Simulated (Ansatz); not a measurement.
## What AlBiSe3 (model cell, started as cubic perovskite with Al in the octahedra) distorts into

Wanted: the energy along a soft mode of AlBiSe3 (model cell, started as cubic perovskite with Al in the octahedra) and the structure at the end.

Main program and level: Ansatz 0.2.0; DFT PBEsol, scalar-relativistic, plane waves, PAW.

The structure was built from a prototype and need not be the compound's stable phase.

### Step 1. The starting structure

The structure is cubic, space group Pm-3m (No. 221). Conventional cell: a = 4.853 Å, b = 4.853 Å, c = 4.853 Å, α = 90.00°, β = 90.00°, γ = 90.00°. Nearest to Bi lie 12 Se at 3.43 Å. Nearest to Al lie 6 Se at 2.43 Å. Nearest to Se lie 2 Al at 2.43 Å and 4 Bi at 3.43 Å. Farther neighbours and most contacts between anions are not listed.

### Step 2. Response at finite wavevector

The cell comes from relaxations at this level that are not shown. Stability and thermal properties need the whole zone. Linear response on a 2×2×2 q mesh gives force constants as far as a supercell of that size would.

Input file input.yaml:

```yaml
crystal:
  lattice:
    - [4.8529979444, 0.0, 0.0]
    - [0.0, 4.8529979444, 0.0]
    - [0.0, 0.0, 4.8529979444]
  atoms:
    - { symbol: Bi, position: [0.0, 0.0, 0.0] }
    - { symbol: Al, position: [0.5, 0.5, 0.5] }
    - { symbol: Se, position: [0.5, 0.5, 0.0] }
    - { symbol: Se, position: [0.5, 0.0, 0.5] }
    - { symbol: Se, position: [0.0, 0.5, 0.5] }
kpoints:
  mp_grid: { grid: [6, 6, 6] }
hamiltonian:
  xc: pbesol
scf:
  occupations: { method: methfessel_paxton, width: 0.15 }
output:
  eigenvalues: true
phonons:
  method: dfpt
  qmesh: [2, 2, 2]
  temperatures: { t_max: 1000, t_step: 50 }
  qpath:
    path:
      - [[0.0, 0.0, 0.0], [0.0, 0.5, 0.0], [0.5, 0.5, 0.0], [0.0, 0.0, 0.0], [0.5, 0.5, 0.5], [0.0, 0.5, 0.0]]
      - [[0.5, 0.5, 0.5], [0.5, 0.5, 0.0]]
    npoints: 10
```

The run is started by

```console
$ ansatz run input.yaml --threads 8 --pin off --max-ram 14336MiB --backend cpu --events-out ev --progress --plain --runs-dir out
```

Numbers of over 12 decimals in the logs are rounded to 6 here.

The log of the run:

```text
Engine: ansatz 0.2.0, x86_64-unknown-linux-gnu
Pseudopotentials: kind: paw
Pseudopotential: Bi, paw, valence charge 15, recommended cutoff 420 eV (normal), Bi.paw.azcp
Pseudopotential: Al, paw, valence charge 3, recommended cutoff 420 eV (normal), Al.paw.azcp
Pseudopotential: Se, paw, valence charge 16, recommended cutoff 420 eV (normal), Se.paw.azcp
Functional definition: PBEsol
  exchange = pbesol_x
  correlation = pbesol_c
Crystal: 5 atoms, lattice volume = 114.296 Å³
Basis set: ecut = 420 eV, 2205 PW (Γ), exchange–correlation on 72×72×72 points (8 copies of the dense FFT grid, shifted against one another)
Bands: 40, of which v1, the nominal top of the filled ones, is band 33 counted from 1 (32 counted from 0)
Symmetry: 48 space group operations
k-points: 20 of 216
Non-local potential: Bi, projectors of the file, l = 0: 2, l = 1: 2, l = 2: 2, l = 3: 2
Non-local potential: Al, projectors of the file, l = 0: 2, l = 1: 2, l = 2: 1
Non-local potential: Se, projectors of the file, l = 0: 2, l = 1: 2, l = 2: 3, l = 3: 1
PAW form: soft (Blöchl's): semilocal exchange-correlation on the pseudo side does not see the compensation charge
PAW frozen core: Bi, regenerated for the run's functional, and the local potential with it (the file was generated under x = pbe(κ = 0.804, μ = 0.219515), c = pbe(β = 0.066725))
PAW frozen core: Al, regenerated for the run's functional, and the local potential with it (the file was generated under x = pbe(κ = 0.804, μ = 0.219515), c = pbe(β = 0.066725))
PAW frozen core: Se, regenerated for the run's functional, and the local potential with it (the file was generated under x = pbe(κ = 0.804, μ = 0.219515), c = pbe(β = 0.066725))
PAW one-centre angular grid: Bi, 590 points (default); XC on 64 Gauss nodes
PAW one-centre angular grid: Al, 110 points (default); XC on 64 Gauss nodes
PAW one-centre angular grid: Se, 590 points (default); XC on 64 Gauss nodes
Initial density: superposition of atomic densities (neutral atoms: chi_scale 0, normalization atom), corrected by the library's trained network
Initial wavefunctions: pseudopotential atomic-orbital guess
Functional: x = pbesol(κ = 0.804, μ = 0.123457), c = pbesol(β = 0.046)
SCF iter   1: F=—  HF=-29039.935165 eV  |F-HF|=—  |Δ(HF+E_count)|=         —  Δρ=5.01e-3  dr2=7.10e-2  ethr=1.77e-3  ⟨swp⟩=7.8  Hψ=3297  notcnv=0
preconditioner: auto → Kerker (q_TF=auto, 2.490 Å⁻¹)  [metal: Δε(μ)=0.011 eV  Ē_g=9.442 eV  σ=0.150 eV  W_gap=0.06  n_scr=26 (ndim 8)  ℏωp=17.7 eV  f_vac=0.000  D(μ)=5.38/eV (n_scr^D=56)]
SCF iter   2: F=—  HF=-29039.921775 eV  |F-HF|=—  |Δ(HF+E_count)|=   1.34e-2  S|Δr|=    0.00e0  Δρ=2.42e-3  dr2=1.46e-2  ethr=1.08e-4  ⟨swp⟩=1.0  Hψ=960  notcnv=0
SCF iter   3: F=—  HF=-29039.918536 eV  |F-HF|=—  |Δ(HF+E_count)|=   3.24e-3  S|Δr|=    0.00e0  Δρ=9.74e-4  dr2=2.87e-3  ethr=2.22e-5  ⟨swp⟩=1.9  Hψ=1068  notcnv=0
SCF iter   4: F=—  HF=-29039.917810 eV  |F-HF|=—  |Δ(HF+E_count)|=   7.26e-4  S|Δr|=    0.00e0  Δρ=3.33e-4  dr2=2.85e-4  ethr=4.35e-6  ⟨swp⟩=2.0  Hψ=1010  notcnv=0
SCF iter   5: F=—  HF=-29039.917726 eV  |F-HF|=—  |Δ(HF+E_count)|=   8.40e-5  S|Δr|=    0.00e0  Δρ=1.17e-4  dr2=1.81e-5  ethr=4.32e-7  ⟨swp⟩=2.5  Hψ=1442  notcnv=0
SCF iter   6: F=—  HF=-29039.917716 eV  |F-HF|=—  |Δ(HF+E_count)|=   1.02e-5  S|Δr|=    0.00e0  Δρ=4.20e-5  dr2=2.90e-6  ethr=2.74e-8  ⟨swp⟩=2.0  Hψ=1433  notcnv=0
SCF iter   7: F=—  HF=-29039.917709 eV  |F-HF|=—  |Δ(HF+E_count)|=   6.83e-6  S|Δr|=    0.00e0  Δρ=1.21e-5  dr2=1.99e-7  ethr=4.39e-9  ⟨swp⟩=2.1  Hψ=984  notcnv=0
SCF iter   8: F=—  HF=-29039.917709 eV  |F-HF|=—  |Δ(HF+E_count)|=   4.68e-8  S|Δr|=    0.00e0  Δρ=3.50e-6  dr2=1.97e-8  ethr=3.02e-10  ⟨swp⟩=2.0  Hψ=1432  notcnv=0
SCF iter   9: F=—  HF=-29039.917709 eV  |F-HF|=—  |Δ(HF+E_count)|=   2.67e-9  S|Δr|=    0.00e0  Δρ=7.88e-7  dr2=6.96e-10  ethr=2.98e-11  ⟨swp⟩=2.0  Hψ=1433  notcnv=0
SCF iter  10: F=—  HF=-29039.917709 eV  |F-HF|=—  |Δ(HF+E_count)|=  4.00e-11  S|Δr|=    0.00e0  Δρ=1.16e-7  dr2=1.58e-11  ethr=1.06e-12  ⟨swp⟩=2.0  Hψ=903  notcnv=0
SCF iter  11: F=-29039.917709 eV  HF=-29039.917709 eV  |F-HF|=1.46e-11  |Δ(HF+E_count)|=  3.64e-12  S|Δr|=    0.00e0  Δρ=2.37e-8  dr2=5.51e-13  ethr=1.00e-12  ⟨swp⟩=10.7  Hψ=3733  notcnv=0
SCF 1 converged in 11 iterations: F = -29039.917709 eV  dr2 = 5.51e-13
  greatest PAW one-centre occupation: 1.000 electrons in one spin orbital (limit 2), on the Se atom at site 2 (counted from 0), in its partial waves of l = 2
Initial density: read from a saved state, or passed on in memory by an earlier SCF of this step, an earlier step, the calling program or the single point that the run made first
iter 1 solved again at ethr=1.47e-7 eV; its pass at ethr=3.10e-3 eV (dr2=9.73e-5 eV) is discarded
SCF iter   1: F=—  HF=-29039.917710 eV  |F-HF|=—  |Δ(HF+E_count)|=         —  Δρ=1.74e-6  dr2=2.31e-9  ethr=1.47e-7  ⟨swp⟩=3.0  Hψ=5117  notcnv=0
eigensolver tolerance schedule: the retry pair's looser diagonalisation over-reported the residual by 42147.95 of it (diagonalisation noise at an unbounded share of the residual, at the tolerance the schedule requests for it); recorded, not acted on — ethr = c·dr2/N_el stays at c = 1.0e-1
preconditioner: auto → Kerker (q_TF=auto, 2.490 Å⁻¹)  [metal: Δε(μ)=0.023 eV  Ē_g=9.464 eV  σ=0.150 eV  W_gap=0.13  n_scr=26 (ndim 8)  ℏωp=17.7 eV  f_vac=0.000  D(μ)=4.90/eV (n_scr^D=32)]
SCF iter   2: F=—  HF=-29039.917709 eV  |F-HF|=—  |Δ(HF+E_count)|=   7.98e-7  S|Δr|=    0.00e0  Δρ=9.73e-7  dr2=7.96e-10  ethr=3.50e-12  ⟨swp⟩=4.0  Hψ=2424  notcnv=0
SCF iter   3: F=—  HF=-29039.917709 eV  |F-HF|=—  |Δ(HF+E_count)|=  2.51e-10  S|Δr|=    0.00e0  Δρ=6.23e-7  dr2=3.02e-10  ethr=1.21e-12  ⟨swp⟩=2.0  Hψ=1018  notcnv=0
SCF iter   4: F=—  HF=-29039.917709 eV  |F-HF|=—  |Δ(HF+E_count)|=  1.09e-10  S|Δr|=    0.00e0  Δρ=3.60e-7  dr2=9.84e-11  ethr=1.00e-12  ⟨swp⟩=2.0  Hψ=820  notcnv=0
SCF iter   5: F=—  HF=-29039.917709 eV  |F-HF|=—  |Δ(HF+E_count)|=  2.91e-11  S|Δr|=    0.00e0  Δρ=2.65e-7  dr2=5.35e-11  ethr=1.00e-12  ⟨swp⟩=1.0  Hψ=800  notcnv=0
SCF iter   6: F=—  HF=-29039.917709 eV  |F-HF|=—  |Δ(HF+E_count)|=  7.28e-12  S|Δr|=    0.00e0  Δρ=2.01e-7  dr2=3.11e-11  ethr=1.00e-12  ⟨swp⟩=1.0  Hψ=800  notcnv=0
SCF iter   7: F=—  HF=-29039.917709 eV  |F-HF|=—  |Δ(HF+E_count)|=  3.64e-12  S|Δr|=    0.00e0  Δρ=1.64e-7  dr2=2.07e-11  ethr=1.00e-12  ⟨swp⟩=1.0  Hψ=800  notcnv=0
SCF iter   8: F=-29039.917709 eV  HF=-29039.917709 eV  |F-HF|=1.46e-11  |Δ(HF+E_count)|=  7.28e-12  S|Δr|=    0.00e0  Δρ=1.10e-7  dr2=9.35e-12  ethr=1.00e-12  ⟨swp⟩=2.0  Hψ=1716  notcnv=0
SCF 2 converged in 8 iterations: F = -29039.917709 eV  dr2 = 9.35e-12
  greatest PAW one-centre occupation: 1.000 electrons in one spin orbital (limit 2), on the Se atom at site 3 (counted from 0), in its partial waves of l = 2
phonons: the bands overlap, so this run is a metal and interpolates without the dipole-dipole term. If the crystal is really an insulator or semiconductor, its LO-TO splitting is missing
NSCF: frozen V_eff on 20 k-points
WARN: eigensolver did not converge in 5 slots of this pass, the one above among them; of largest residual over every band (k=9): 1 band(s) unlocked (lowest unlocked band 39, counted from 0; max residual 1.01e-5 eV among the unlocked bands, 1.01e-5 eV over every band); of lowest unlocked band (k=3): band 39
NSCF: frozen V_eff on 64 k-points
DFPT response loops at q = (0, 0, 0) (fractional): preconditioner auto → Kerker (q_TF=auto, 2.490 Å⁻¹) (partly filled bands, converged f_vac=0.000); β = 1.00, the filter's whole step (`scf.mixing.beta` (0.50) is not read by the response loops under this deck's `scf.mixing.preconditioner`; to damp them name `kerker` or `kerker_dos`, under which they read `scf.mixing.beta`, and type it under 1.00, their step now; both keys bind the ground state too); Broyden in place of MSR1
NSCF: frozen V_eff on 128 k-points
DFPT response loops at q = (0, 0, -0.5) (fractional): mixed as the last ones told, above
NSCF: frozen V_eff on 128 k-points
DFPT response loops at q = (0, -0.5, -0.5) (fractional): mixed as the last ones told, above
NSCF: frozen V_eff on 128 k-points
DFPT response loops at q = (-0.5, -0.5, -0.5) (fractional): mixed as the last ones told, above
SCF converged after 11 iterations
Stability not checked: this state was not tested for a lower state beside it, because cold or Methfessel-Paxton smearing, or corrected tetrahedra, fill the levels in a way that the test cannot read (fill_not_monotonic; see scf.lower_state_search)
Free energy (F): -29039.917709 eV
Harris-Foulkes:  -29039.917709 eV  (|F-HF|=1.46e-11)
Internal energy: -29039.910506 eV  (E = F + TS)
E sigma→0 (E₀):  -29039.915908 eV
Entropy (-TS):   -0.007203 eV (-1.441 meV/atom)
Fermi energy:    9.644740 eV
--- Per-component energies (eV) ---
  E_band       = -1174.461864
  E_kinetic    = 682.989307
  E_local      = -8483.846022  (includes V_loc(G=0)·N_el)
  E_nonlocal   = -1205.257230
  E_hartree    = 3968.831015
  E_xc         = -500.818467
  E_vxc        = -469.016174  (∫ρ·V_xc dr)
  E_paw        = -16567.176994  (= ΣΔE_a)
  E_vpaw       = 363.008484  (= ΣTr[D̂ρ^β])
  E_aug_tail   = -0.002220  (compensation charges beyond the density's cutoff)
  E_ewald      = -6937.764137
  E_core_change = 3.134243  (= ΣΔE_core)
  E_smearing   = -0.007203  (= −TS)
  E_closure    = -0.000000  (closes the sum)
  Σ components = -29039.917709   (vs F -29039.917709, Δ=0.00e0)
--- Band table (eV; the first three rows and the last of 20) ---
  k-point 0: bands = [... 29 lower, 8.0163, 8.4421, 8.4421, 8.4421, 9.2051, 12.3301, 12.3301, 12.3301, ... 3 higher]
  k-point 1: bands = [... 29 lower, 7.7143, 8.2330, 8.4088, 8.4088, 10.2473, 11.4678, 11.9839, 11.9839, ... 3 higher]
  k-point 2: bands = [... 29 lower, 7.2000, 7.8771, 8.6378, 8.6378, 9.9542, 11.3348, 11.3348, 11.8713, ... 3 higher]
  k-point 19: bands = [... 29 lower, 8.3475, 10.1543, 10.1543, 10.1543, 12.2596, 12.2596, 12.2596, 13.3877, ... 3 higher]
--- Phonons (Γ-DFPT): 4 representative perturbations + reference (Σ response iterations 12) ---
  ASR residual: 1.147e-4 → 0.000e0 eV/Å²; symmetrization residual: 9.358e-6 eV/Å²
  ASR residual per site (eV/Å²): 9.41e-6 1.15e-4 5.77e-6 5.77e-6 5.77e-6
  Γ frequencies (cm⁻¹): -114.15 -114.15 -114.15 -110.21 -110.21 -110.21 0.00 0.00 0.00 49.33 49.33 49.33 339.85 339.85 339.85
--- Phonons (arbitrary-q DFPT): 4 irreducible q on the 2×2×2 mesh ---
  q = [0.0000, 0.0000, 0.0000] (star 1, of the zone-centre solve; hermiticity 1.42e-6, symmetrization 4.65e-12): -114.15 -114.15 -114.15 -110.21 -110.21 -110.21 -0.00 0.00 0.00 49.33 49.33 49.33 339.85 339.85 339.85
  q = [0.0000, 0.0000, -0.5000] (star 3, 9 solved perturbations in 504 linear systems a pass and spin channel, the states on 64 of 216 k-point pairs; hermiticity 1.75e-6, symmetrization 2.00e-12): -143.83 -101.97 -101.97 -101.53 -101.53 -31.39 -27.15 19.80 19.80 70.98 70.98 223.40 303.43 339.02 339.02
  q = [0.0000, -0.5000, -0.5000] (star 3, 9 solved perturbations in 504 linear systems a pass and spin channel, the states on 64 of 216 k-point pairs; hermiticity 1.58e-6, symmetrization 6.38e-13): -156.88 -122.61 -122.61 -77.88 -77.88 -39.03 32.85 32.85 69.60 97.19 191.61 243.59 308.72 308.72 341.03
  q = [-0.5000, -0.5000, -0.5000] (star 1, 4 solved perturbations in 184 linear systems a pass and spin channel, the states on 64 of 216 k-point pairs; hermiticity 1.00e-6, symmetrization 6.45e-12): -148.03 -148.03 -148.03 -90.75 -90.75 -90.75 77.03 77.03 77.03 189.37 189.37 261.01 319.76 319.76 319.76
  sum rule: each row above includes the acoustic sum rule's correction from the zone centre's row sums; it moved no ω² by more than (1.08 cm⁻¹)²
  mesh force constants: q→R imaginary residual 7.26e-18; ASR residual 1.147e-4 → 0.000e0 eV/Å²; symmetrization residual 2.132e-14 eV/Å²
  interpolated dispersion: 62 rows × 15 modes
  density of states and harmonic sums: on the 14×14×14 q-mesh, interpolated from the force constants of a 2×2×2 supercell (no non-analytic term)
  largest difference from the sums on the solved wave vectors: F 6.81e-2 eV, S 1.10e-4 and C_V 4.17e-5 eV/K
  zero-point energy: 0.096369 eV/cell   skipped modes (ω ≤ 0): 752, of them read as no rigid motion or as one in doubt: 749 (6.265e0 modes/cell left out, lowest -156.88 cm⁻¹)   left out of the sums: 4.18e-1 of the cell's modes: C_V's classical limit lies that fraction below 3 k_B per atom; for a crystal, a wire or a layer, F and S can be off by more, and a phonons.interpolated_qmesh denser along its periods is the remedy for the sampling
```

Run time: 1.7 min. Hardware: 8 threads of Intel Xeon 6975P-C (Granite Rapids), shared host; peak memory 1.4 GiB.

In the SCF lines HF is the Harris–Foulkes energy and dr2 the Hartree energy of the density residual, in eV; the loop may stop once dr2 is under the threshold and the program's other checks hold. Hψ counts applications of the Hamiltonian.

Numbers from this step:

- volume per atom: 22.86 Å³
- gap on the k-mesh: 0 eV
- sum-rule residual before enforcement: 1.15e-4 eV/Å²
- lowest frequency on the path: -156.9 cm⁻¹
- point group: m-3m
- highest frequency on the path or at a solved wavevector: 341.0 cm⁻¹
- highest optical mode at the zone centre (no LO-TO term): 339.9 cm⁻¹
- lowest optical zone-centre mode: -114.2 cm⁻¹
- lowest mode on the q mesh (acoustic modes at Γ apart): -156.9 cm⁻¹

Frequencies (cm⁻¹) solved at each irreducible wavevector; negative means imaginary. Frequencies by wavevector, by row:

```
q in reciprocal lattice units  star  mode 1  mode 2  mode 3  mode 4  mode 13  mode 14  mode 15
                        0 0 0     1  -114.2  -114.2  -114.2  -110.2    339.9    339.9    339.9
                     0 0 -0.5     3  -143.8    -102    -102  -101.5    303.4      339      339
                  0 -0.5 -0.5     3  -156.9  -122.6  -122.6   -77.9    308.7    308.7      341
               -0.5 -0.5 -0.5     1    -148    -148    -148   -90.8    319.8    319.8    319.8
```

Interpolated from a 2×2×2 q mesh. Phonon branches along the path, in cm⁻¹:

```
    point  branch 1  branch 2  branch 3  branch 4  branch 12  branch 13  branch 14  branch 15
        Γ      -114      -114      -114      -110         49        340        340        340
  halfway      -130      -108      -108      -106        150        328        339        339
        X      -144      -102      -102      -102        223        303        339        339
  halfway      -149      -117      -114       -92        224        306        329        340
        M      -157      -123      -123       -78        244        309        309        341
  halfway      -138      -114      -113      -100        164        326        331        340
        Γ      -114      -114      -114      -110         49        340        340        340
  halfway      -138      -123      -123       -98        179        327        327        334
        R      -148      -148      -148       -91        261        320        320        320
  halfway      -147      -130      -123       -95        227        310        328        334
        X      -144      -102      -102      -102        223        303        339        339
jump to R      -148      -148      -148       -91        261        320        320        320
  halfway      -152      -134      -134       -92        246        314        314        333
        M      -157      -123      -123       -78        244        309        309        341
```

Symmetry leaves 4 wavevectors to solve. The lowest mode among them, the acoustic zeros apart, lies at q = (0, -0.5, -0.5) and is imaginary, 156.9i cm⁻¹, so the energy falls along it.

### Step 3. The mode frozen in, largest atomic shift 0 Å

The mode followed lies at q = (-0.5, -0.5, -0.5) with frequency 148.0i cm⁻¹ and is 3-fold degenerate, one of the unstable modes though not the softest. At small amplitude the distorted cell has space group no. 74 by a symmetry search on the positions. The undistorted cell that holds it gives the zero of energy on the same k mesh.

System of this step: AlBiSe3 (model cell, started as cubic perovskite with Al in the octahedra). The structure is cubic, space group Pm-3m (No. 221). The conventional cell has a = 4.853 Å, b = 4.853 Å, c = 4.853 Å, α = 90.00°, β = 90.00°, γ = 90.00°. Bi has 12 Se at 3.43 Å nearest. Al has 6 Se at 2.43 Å nearest. Nearest to Se lie 2 Al at 2.43 Å and 4 Bi at 3.43 Å. Farther neighbours and most contacts between anions are not listed.

Input file input.yaml:

```yaml
crystal:
  lattice:
    - [4.8529979444, 4.8529979444, 0.0]
    - [4.8529979444, 0.0, 4.8529979444]
    - [4.8529979444, 0.0, -4.8529979444]
  atoms:
    - { symbol: Bi, position: [0.0, 0.0, 1.0] }
    - { symbol: Bi, position: [0.0, 0.5, 0.5] }
    - { symbol: Al, position: [0.5, 0.25, 0.75] }
    - { symbol: Al, position: [0.5, 0.75, 0.25] }
    - { symbol: Se, position: [0.5, 0.5, 0.5] }
    - { symbol: Se, position: [0.5, 0.0, 0.0] }
    - { symbol: Se, position: [0.0, 0.0, 0.5] }
    - { symbol: Se, position: [0.0, 0.5, 0.0] }
    - { symbol: Se, position: [0.5, 0.0, 0.5] }
    - { symbol: Se, position: [0.5, 0.5, 0.0] }
kpoints:
  mp_grid: { grid: [6, 6, 6] }
hamiltonian:
  xc: pbesol
scf:
  occupations: { method: methfessel_paxton, width: 0.15 }
output:
  forces: true
  stress: true
  eigenvalues: true
```

The log of the run:

```text
[...]
Crystal: 10 atoms, lattice volume = 228.592 Å³
Basis set: ecut = 420 eV, 4477 PW (Γ), exchange–correlation on 96×96×96 points (8 copies of the dense FFT grid, shifted against one another)
Bands: 80, of which v1, the nominal top of the filled ones, is band 66 counted from 1 (65 counted from 0)
Symmetry: 96 space group operations
[...]
k-points: 16 of 216
[...]
k-point 0: bands = [... 62 lower, 8.4212, 9.1848, 10.1307, 10.1307, 10.1307, 12.2804, 12.2804, 12.2804, ... 10 higher]
  k-point 1: bands = [... 62 lower, 8.5094, 9.8612, 9.8612, 9.9530, 9.9759, 11.4565, 11.4819, 12.1177, ... 10 higher]
  k-point 2: bands = [... 62 lower, 8.7638, 9.4262, 9.4262, 9.5954, 9.8163, 10.0260, 10.9409, 11.8718, ... 10 higher]
  k-point 15: bands = [... 62 lower, 7.9076, 8.4013, 8.4574, 9.5841, 9.5879, 9.8763, 10.5184, 10.8141, ... 10 higher]
[key lines of the parts left out:]
SCF converged after 8 iterations
Free energy (F): -58079.894872 eV
Fermi energy:    9.638377 eV
P = ⅓ Tr σ = -0.0939 GPa (-0.939 kbar)
```

The job ended after 2.8 s (8 threads; peak memory 1.2 GiB).

This step gave:

```yaml
pressure: -0.09391 GPa
energy_from_the_undistorted_cell: 0 meV/atom
```

The run ends at a pressure of -0.09 GPa.

(Part 1 of 3 ends here.)

[Logs are printed without paths, hosts, clocks, repeated set-up lines and the standing remarks that a program may print on its own settings, such as how far it seeks lower states.]

[Hosts, paths, dates, database ids (printed as entryN), source tags and the programs' standing remarks are cut or masked in the printed files.]
